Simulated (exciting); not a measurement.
The Ti L₂,₃ edge of atom 2 in BaTiO3, space group Pm-3m, with 6 O at 2.00 Å (octahedral, site symmetry m-3m), was computed at 4 levels: exchange and screened direct term (singlet BSE), exchange term alone (RPA), independent particles and screened direct term alone. Common settings: exciting, all-electron LAPW+lo, LDA, spinor conduction states, 2×2×2 shifted k points, 16 conduction spinor bands, |G+q| up to 4.5 bohr⁻¹ (4.9 in the exchange term), full RPA screening with nempty = 65, Lorentzian half width 0.25 eV.

Energy from the Kohn–Sham onset, core level to the lowest empty state found on the meshes used; all runs on one relative scale:

```tsv
E (eV)	run 1	run 2	run 3	run 4
-5.25	0.02	0.05	0.01	0.01
-5.00	0.02	0.06	0.01	0.01
-4.75	0.03	0.07	0.01	0.01
-4.50	0.03	0.09	0.01	0.01
-4.25	0.04	0.13	0.01	0.01
-4.00	0.04	0.18	0.01	0.01
-3.75	0.05	0.27	0.01	0.01
-3.50	0.07	0.46	0.01	0.01
-3.25	0.10	0.95	0.01	0.01
-3.00	0.17	2.32	0.02	0.01
-2.75	0.30	3.14	0.02	0.01
-2.50	0.55	1.91	0.02	0.01
-2.25	1.12	0.90	0.02	0.01
-2.00	0.86	0.56	0.03	0.01
-1.75	0.41	0.54	0.03	0.01
-1.50	0.30	0.85	0.03	0.02
-1.25	0.35	1.59	0.04	0.02
-1.00	0.53	1.47	0.05	0.02
-0.75	0.84	1.46	0.06	0.02
-0.50	1.32	0.92	0.08	0.03
-0.25	1.89	0.44	0.11	0.03
0.00	2.06	0.28	0.17	0.05
0.25	1.12	0.20	0.31	0.08
0.50	0.59	0.16	0.52	0.12
0.75	0.36	0.13	0.65	0.13
1.00	0.22	0.10	1.19	0.21
1.25	0.16	0.09	1.19	0.30
1.50	0.13	0.09	1.18	0.29
1.75	0.12	0.10	1.55	0.34
2.00	0.12	0.13	1.58	0.52
2.25	0.13	0.18	1.08	0.80
2.50	0.16	0.30	0.78	0.68
2.75	0.24	0.65	0.79	0.60
3.00	0.42	1.44	0.75	0.60
3.25	0.92	1.09	0.63	0.71
3.50	1.61	0.51	0.74	0.66
3.75	1.02	0.29	0.66	0.68
4.00	0.51	0.24	0.41	0.54
4.25	0.38	0.31	0.39	0.34
4.50	0.48	0.60	0.61	0.38
4.75	0.80	0.65	0.72	0.49
5.00	1.24	0.68	0.71	0.70
5.25	1.59	0.51	0.52	0.78
5.50	1.78	0.24	0.50	0.57
5.75	1.04	0.15	0.47	0.60
```

Which run is which, and why?

Run 1: exchange and screened direct term (singlet BSE); highest local maximum in the window at -0.1 eV. Run 2: screened direct term alone; highest local maximum in the window at -2.8 eV. Run 3: independent particles; highest local maximum in the window at 1.9 eV. Run 4: exchange term alone (RPA); highest local maximum in the window at 2.3 eV. The attractive direct term pulls weight down: the curves pass 0.32 at -2.7, -3.6, 0.3 and 1.7 eV in the order of the runs. Exchange is repulsive: the centre of weight of the curve lies at 1.7 eV with it and at -0.4 eV without it. In the runs without the direct term the fine structure is partly noise of the 8-point mesh. Exchange alone moves the bare spectrum by 60 % r.m.s., towards higher energy.

[Banner, clock and machine lines of the logs are left out without a mark of their own.]

[Logs are printed without paths, hosts, clocks, repeated set-up lines and the standing remarks that a program may print on its own settings, such as how far it seeks lower states.]

[Hosts, paths, dates, database ids (printed as entryN), source tags and the programs' standing remarks are cut or masked in the printed files.]
